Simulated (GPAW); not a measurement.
# A GW chain in GPAW: Si2WN4 (MoSi2N4-type monolayer), part 2 of 2

Wanted: ground state, empty states, screening and self-energy for Si2WN4 (MoSi2N4-type monolayer).

GPAW 26.7.0; LDA and many-body steps on it, plane waves. Known limits of the many-body steps: not at the basis limit; no spin-orbit coupling.

So far. Step 3 (Ground state): The gap is indirect, with the least direct gap 0.38 eV higher. Step 4 (Empty states on the mesh, 9×9×1 mesh, 218 bands): On this mesh the gap is 2.071 eV.

### 5. Screening and self-energy, 9×9×1 mesh, 97 bands, screening to 48 eV

G0W0 replaces the xc potential by the self-energy, built once from these orbitals. Only a window of levels is corrected, while the sums run over the empty bands that the input names.

This step: G0W0 on LDA, plane waves, PAW.

The input, run.py:

```python
import json
import numpy as np
from gpaw.mpi import world
from gpaw.response.g0w0 import G0W0

gw = G0W0('full.gpw',
    filename='gw',
    kpts=[0, 6],
    bands=(19, 23),
    ecut=48,
    nbands=97,
    truncation='2D',
    integrate_gamma='sphere',
    q0_correction=True,
    frequencies={'type': 'nonlinear', 'domega0': 0.15, 'omega2': 15.0},
    eta=0.1,
    nblocksmax=True)
gw.calculate()
res = {mode: {k: v for k, v in r.items() if k != 'sigma_eskwn'}
       for mode, r in gw.all_results.items()}

if world.rank == 0:
    with open('result.json', 'w') as f:
        json.dump(res, f, default=lambda x: x.tolist())
```

Launch:

```sh
> mpirun -n 4 gpaw python run.py
```

Numbers of over 12 decimals in the logs are rounded to 6 here.

Log:

```text
Using integrator: PointIntegrator
NonLinearFrequencyDescriptor(from 0.000 to 113.435 eV, 184 points)
Nonperiodic BCs:  [False False  True]
Using integrator: PointIntegrator
NonLinearFrequencyDescriptor(from 0.000 to 113.435 eV, 184 points)
Nonperiodic BCs:  [False False  True]
Applying analytical 2D correction to W:
    Evaluating Gamma point contribution to W on a 27x27x1 grid
  ___  _ _ _
 |   || | | |
 | | || | | |
 |__ ||_____|
 |___|

BZ k-points: Symmetries present (total): 12

  [... matrices ...]
81 k-points: 9 x 9 x 1 Monkhorst-Pack grid
12 k-points in the irreducible part of the Brillouin zone
       k-points in crystal coordinates                weights
   0:     0.00000000    0.00000000    0.00000000          1/81
   1:     0.11111111    0.00000000    0.00000000          6/81
   2:     0.22222222   -0.11111111    0.00000000          6/81
   3:     0.22222222    0.00000000    0.00000000          6/81
   4:     0.33333333   -0.11111111    0.00000000         12/81
   5:     0.33333333    0.00000000    0.00000000          6/81
   6:     0.33333333    0.33333333    0.00000000          2/81
   7:     0.44444444   -0.22222222    0.00000000          6/81
   8:     0.44444444   -0.11111111    0.00000000         12/81
   9:     0.44444444    0.00000000    0.00000000          6/81
          ...
  11:     0.44444444    0.44444444    0.00000000          6/81

Distributing spins, k-points and bands (1 x 2 x 4) over 1 process
Number of blocks: 4

Quasi particle states:
k-points (IBZ indices): [0, 6]
Band range: (19, 23)
  [... matrices ...]
Computational parameters:
Plane wave cut-off: 48 eV
Number of bands: 97
Coulomb cutoff: 2D
Broadening: 0.1 eV

fxc modes: GW
Kernel: RPA
Using full-frequency real axis integration
Summing all q:

Calculating screened Coulomb potential
2D Coulomb truncation
NonLinearFrequencyDescriptor(from 0.000 to 113.435 eV, 184 points)
Removing empty qpoint cache files...

Calculating chi0 body with:
    Ground state adapter containing:
    Number of spins: 1
    Number of kpoints: 81
    Number of irreducible kpoints: 12
    Number of completely occupied states: 21
    Number of partially occupied states: 21
    Occupied states memory: 10.901184 M / cpu

    Linear response parametrization:
    q_c: [0.0, 0.0, 0.0]
    Number of frequency points: 184
    Planewave cutoff: 48.0
    Number of bands: 97
    Number of planewaves: 111
    Broadening (eta): 0.1
    comm.size: 4
    kncomm.size: 1
    blockcomm.size: 4

    Memory estimate of potentially large arrays:
        chi0_wGG: 8.648163 M / cpu
Integrating chi0 body.

Symmetries of q_c:
    Direct symmetries (Uq -> q): 12
    Indirect symmetries (TUq -> q): 12
In total 24 allowed symmetries.

  [... matrices ...]
12 groups of equivalent kpoints. 85.185185% reduction.

Integral kind: spectral function
Integrating chi0 head and wings.

Symmetries of q_c:
    Direct symmetries (Uq -> q): 12
    Indirect symmetries (TUq -> q): 12
In total 24 allowed symmetries.

  [... matrices ...]
12 groups of equivalent kpoints. 85.185185% reduction.

Integral kind: spectral function wings

Calculating chi0 body with:
    Ground state adapter containing:
    Number of spins: 1
    Number of kpoints: 81
    Number of irreducible kpoints: 12
    Number of completely occupied states: 21
    Number of partially occupied states: 21
[... the further q-points ...]

Results:
f:      Occupation numbers
eps:     KS-eigenvalues [eV]
vxc:     KS vxc [eV]
exx:     Exact exchange [eV]
sigma:   Self-energies [eV]
dsigma:  Self-energy derivatives
Z:       Renormalization factors
qp:      QP-energies [eV]

k-point 0 (0): (0.000, 0.000, 0.000)                GW
band       f     eps     vxc     exx   sigma  dsigma       Z      qp
                                                                   GW
  19   1.000   0.270 -17.519 -21.242   3.661  -0.286   0.778   0.221
  20   1.000   3.032 -19.893 -20.688   1.536  -0.260   0.794   3.619
  21   0.000   6.022 -20.301 -15.229  -2.675  -0.270   0.787   7.909
  22   0.000   6.022 -20.301 -15.229  -2.675  -0.270   0.787   7.909

k-point 1 (6): (0.333, 0.333, 0.000)                GW
band       f     eps     vxc     exx   sigma  dsigma       Z      qp
                                                                   GW
  19   1.000   0.415 -17.414 -21.217   3.509  -0.284   0.779   0.186
  20   1.000   2.647 -19.951 -20.741   1.624  -0.264   0.791   3.306
  21   0.000   5.103 -21.136 -16.752  -2.193  -0.261   0.793   6.841
  22   0.000   7.873 -21.179 -14.957  -3.827  -0.305   0.766   9.709
```

Elapsed: 2.8 min, on 4 MPI ranks of Arm Neoverse V2, shared host; peak memory 2.5 GiB.

Numbers from this step:

| Property | Result |
| --- | --- |
| G0W0 gap on the points computed | 3.222 eV |
| least direct G0W0 gap on the computed points | 3.534 eV |
| Z at the valence top | 0.7936 |
| Z at the conduction bottom | 0.7927 |
| starting gap on the mesh | 2.071 eV |
| k of the valence top | 0, 0, 0 |
| k of the conduction bottom | 0.3333, 0.3333, 0 |

The gap on the mesh goes from 2.07 eV to 3.22 eV, a correction of +1.15 eV.

Limits: finite bands, cutoff and mesh; no spin-orbit coupling. v1 is the top filled band, c1 the lowest empty one. Levels before and after the correction, in eV, zero at the valence-band top of each column:

|  | conduction bottom | valence top |
| --- | --- | --- |
| Kohn-Sham | 2.07 | 0.00 |
| G0W0 | 3.22 | 0.00 |

|  | level | energy (eV) |
| --- | --- | --- |
| Kohn-Sham | Γ v2 | -2.762 |
| Kohn-Sham | Γ v1 | 0.000 |
| Kohn-Sham | Γ c1-c2 | 2.991 |
| Kohn-Sham | (0.333 0.333 0) v2 | -2.617 |
| Kohn-Sham | (0.333 0.333 0) v1 | -0.385 |
| Kohn-Sham | (0.333 0.333 0) c1 | 2.071 |
| Kohn-Sham | (0.333 0.333 0) c2 | 4.842 |
| G0W0 | Γ v2 | -3.398 |
| G0W0 | Γ v1 | 0.000 |
| G0W0 | Γ c1-c2 | 4.291 |
| G0W0 | (0.333 0.333 0) v2 | -3.433 |
| G0W0 | (0.333 0.333 0) v1 | -0.313 |
| G0W0 | (0.333 0.333 0) c1 | 3.222 |
| G0W0 | (0.333 0.333 0) c2 | 6.090 |

### 6. Where the time went

Times are wall times on 4 MPI ranks of Arm Neoverse V2, shared host, good to a factor of about two.

| step | time | share | memory (GiB) |
| --- | --- | --- | --- |
| relaxation | 1.9 min | 26 % | 1.2 |
| ground state | 19 s | 4 % | 0.88 |
| empty states on the mesh | 2.2 min | 30 % | 1.3 |
| screening and self-energy | 2.8 min | 40 % | 2.5 |

### 7. What came out

```yaml
lda_gap: 2.07 eV, indirect
g0w0_gap_on_the_mesh: 3.22 eV
gw_settings: 9×9×1 mesh, 97 bands, screening to 48 eV, full frequency, Hilbert transform
known_limits: not at the basis limit; no spin-orbit coupling
```

What this shows: G0W0 moves the gap on the mesh from 2.07 eV to 3.22 eV (+1.15 eV), with Z of 0.79 and 0.79 at the edges. Only 2 of the mesh's irreducible points were corrected, so a valley elsewhere could overtake. Bands and cutoff are finite, so the gap is not at the basis limit. The miss can reach some tenths of an eV and take either sign; the mesh is an error of its own. These stock PAW sets were not made for GW; the filled d or f shell of W lies in the frozen core, which bears on start and correction. In the G0W0 run levels were corrected at 2 k points alone, so a gap called «on the mesh» is the least over those, and an edge elsewhere would be missed. The many-body steps are scalar-relativistic: spin-orbit coupling is not in them.

[Paths, hosts, dates, memory and timing lines, banners, echoed tables and standing remarks are left out of the program output.]

[Logs are printed without paths, hosts, clocks, repeated set-up lines and the standing remarks that a program may print on its own settings, such as how far it seeks lower states.]

[Runs of the session that timed out or met a known fault of the program may be left out.]

[Hosts, paths, dates, database ids (printed as entryN), source tags and the programs' standing remarks are cut or masked in the printed files.]
